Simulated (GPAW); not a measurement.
Consider Sr2Mn2O5 (Cmmm).

```
Sr Mn O
1.0
     3.90490   -4.19304    0.00000
     3.90490    4.19304    0.00000
     0.00000    0.00000    3.70576
Sr Mn O
2 2 5
Direct
  0.50000 0.00000 0.50000
  0.00000 0.50000 0.50000
  0.50000 0.50000 0.00000
  0.00000 0.00000 0.00000
  0.22698 0.77302 0.00000
  0.77302 0.22698 0.00000
  0.75655 0.75655 0.00000
  0.24345 0.24345 0.00000
  0.50000 0.50000 0.50000
```

Absorber: atom 9, with 2 Mn at 1.85 Å (linear, site symmetry mmm). Method: GPAW, LDA, excited-electron core hole (neutral cell), 18-atom cell with 6.8 Å between holes, 4×4×4 k points, dipole transitions, Gaussian full width 0.9 eV up to 4 eV, rising linearly to 3.5 eV at 25 eV.

**Question.** Where do the maxima of the O K edge fall?

Main maxima up to 24 eV above the zero (height): 1.7 eV (1.09), 6.4 eV (2.41), 11.6 eV (1.98) and 19.2 eV (0.92). A K edge sees empty p states; the first features are O p mixed into the empty d states of the Mn neighbours, and the broad ones above probably into the cations' higher empty bands. The total-energy difference is 524.17 eV. The functional leaves an error in such absolute values: in the free atom LDA prices this hole 4.1 eV below PBE (computed apart), and PBE is itself good to a few eV.

The O K spectrum (energy from the lowest empty level; intensity scaled to a mean of 1 over the first 20 eV; polarised curves are means over the symmetry-equivalent atoms):

| E (eV) | isotropic | ε ∥ x | ε ∥ y | ε ∥ z |
| --- | --- | --- | --- | --- |
| -2.0 | 0.00 | 0.00 | 0.00 | 0.00 |
| -1.5 | 0.00 | 0.00 | 0.00 | 0.00 |
| -1.0 | 0.00 | 0.00 | 0.00 | 0.01 |
| -0.5 | 0.05 | 0.00 | 0.00 | 0.13 |
| 0.0 | 0.26 | 0.05 | 0.06 | 0.65 |
| 0.5 | 0.61 | 0.33 | 0.41 | 1.08 |
| 1.0 | 0.94 | 0.84 | 0.94 | 1.03 |
| 1.5 | 1.08 | 1.04 | 1.22 | 0.98 |
| 2.0 | 1.03 | 0.71 | 1.17 | 1.20 |
| 2.5 | 0.83 | 0.29 | 0.46 | 1.74 |
| 3.0 | 0.67 | 0.08 | 0.12 | 1.79 |
| 3.5 | 0.48 | 0.09 | 0.17 | 1.18 |
| 4.0 | 0.49 | 0.21 | 0.30 | 0.95 |
| 4.5 | 0.58 | 0.35 | 0.39 | 0.98 |
| 5.0 | 0.67 | 0.49 | 0.67 | 0.85 |
| 5.5 | 1.09 | 1.00 | 1.64 | 0.65 |
| 6.0 | 2.01 | 2.05 | 3.11 | 0.86 |
| 6.5 | 2.40 | 2.89 | 3.17 | 1.13 |
| 7.0 | 1.79 | 2.44 | 1.91 | 1.02 |
| 7.5 | 0.96 | 1.22 | 0.98 | 0.70 |
| 8.0 | 0.53 | 0.45 | 0.65 | 0.49 |
| 8.5 | 0.47 | 0.29 | 0.63 | 0.49 |
| 9.0 | 0.63 | 0.41 | 0.73 | 0.76 |
| 9.5 | 0.92 | 0.60 | 0.85 | 1.31 |
| 10.0 | 1.24 | 0.75 | 0.97 | 2.00 |
| 10.5 | 1.56 | 0.87 | 1.15 | 2.65 |
| 11.0 | 1.83 | 0.99 | 1.35 | 3.15 |
| 11.5 | 1.97 | 1.14 | 1.42 | 3.37 |
| 12.0 | 1.92 | 1.32 | 1.29 | 3.14 |
| 12.5 | 1.70 | 1.51 | 1.06 | 2.52 |
| 13.0 | 1.42 | 1.61 | 0.84 | 1.83 |
| 13.5 | 1.16 | 1.51 | 0.64 | 1.34 |
| 14.0 | 0.93 | 1.22 | 0.45 | 1.11 |
| 14.5 | 0.72 | 0.86 | 0.30 | 1.00 |
| 15.0 | 0.57 | 0.56 | 0.22 | 0.92 |
| 15.5 | 0.48 | 0.39 | 0.22 | 0.83 |
| 16.0 | 0.46 | 0.35 | 0.27 | 0.75 |
| 16.5 | 0.49 | 0.41 | 0.38 | 0.69 |
| 17.0 | 0.57 | 0.54 | 0.53 | 0.63 |
| 17.5 | 0.67 | 0.72 | 0.70 | 0.59 |
| 18.0 | 0.78 | 0.93 | 0.86 | 0.55 |
| 18.5 | 0.87 | 1.12 | 0.96 | 0.52 |
| 19.0 | 0.92 | 1.24 | 1.00 | 0.51 |
| 19.5 | 0.91 | 1.26 | 0.98 | 0.50 |
| 20.0 | 0.87 | 1.19 | 0.92 | 0.49 |
| 20.5 | 0.80 | 1.06 | 0.85 | 0.48 |
| 21.0 | 0.72 | 0.92 | 0.79 | 0.45 |
| 21.5 | 0.66 | 0.79 | 0.74 | 0.43 |
| 22.0 | 0.61 | 0.71 | 0.70 | 0.41 |
| 22.5 | 0.57 | 0.66 | 0.66 | 0.40 |
| 23.0 | 0.55 | 0.62 | 0.64 | 0.41 |
| 23.5 | 0.55 | 0.60 | 0.64 | 0.43 |
| 24.0 | 0.57 | 0.59 | 0.66 | 0.46 |
| 24.5 | 0.60 | 0.59 | 0.72 | 0.49 |
| 25.0 | 0.65 | 0.61 | 0.80 | 0.53 |
| 25.5 | 0.70 | 0.64 | 0.89 | 0.57 |
| 26.0 | 0.76 | 0.67 | 0.99 | 0.61 |
| 26.5 | 0.82 | 0.71 | 1.09 | 0.65 |
| 27.0 | 0.87 | 0.74 | 1.18 | 0.69 |
| 27.5 | 0.92 | 0.76 | 1.25 | 0.74 |
| 28.0 | 0.95 | 0.78 | 1.29 | 0.79 |
| 28.5 | 0.98 | 0.81 | 1.29 | 0.83 |
| 29.0 | 0.98 | 0.82 | 1.26 | 0.85 |
| 29.5 | 0.97 | 0.84 | 1.20 | 0.86 |
| 30.0 | 0.94 | 0.85 | 1.12 | 0.85 |
| 30.5 | 0.91 | 0.85 | 1.04 | 0.83 |
| 31.0 | 0.87 | 0.84 | 0.96 | 0.80 |
| 31.5 | 0.84 | 0.84 | 0.90 | 0.78 |
| 32.0 | 0.82 | 0.83 | 0.86 | 0.77 |

The hole lies in one spin channel, while the script sums the empty states of both and takes the lower zero; where the two channels are split, this blurs and shifts the curve. The unit cell's mesh shows no gap over 0.35 eV. That is right for a metallic compound; for a small-gap or correlated insulator it would be the fault of the functional or of the assumed magnetic order, and the hole would be screened too well. The crystal has 3 inequivalent O sites and not all are shown here, while a measurement adds them all. The spins start ferromagnetically in a simple order, which needn't be the measured one; gap and edge can depend on it. The mesh is coarse (0.29 Å⁻¹ between points), so small maxima may be mesh ripples. Lifetime broadening is put in by hand, and intensities beyond about 20 eV depend on it and on the partial waves; weight that the partial waves miss at high energy is lost. The structure is a computed Materials Project entry and may be a hypothetical form.

[Banner, clock and machine lines of the logs are left out without a mark of their own.]

[Logs are printed without paths, hosts, clocks, repeated set-up lines and the standing remarks that a program may print on its own settings, such as how far it seeks lower states.]

[Hosts, paths, dates, database ids (printed as entryN), source tags and the programs' standing remarks are cut or masked in the printed files.]

[Lists of maxima count a maximum above −3 eV only where it reaches 4 % of the highest in the window and stands out from its surroundings by 2 % of it (1.5 % where it reaches 55 %); shoulders and weaker maxima are passed over, and of the rest the first, up to two pre-edge ones and the few strongest are named.]
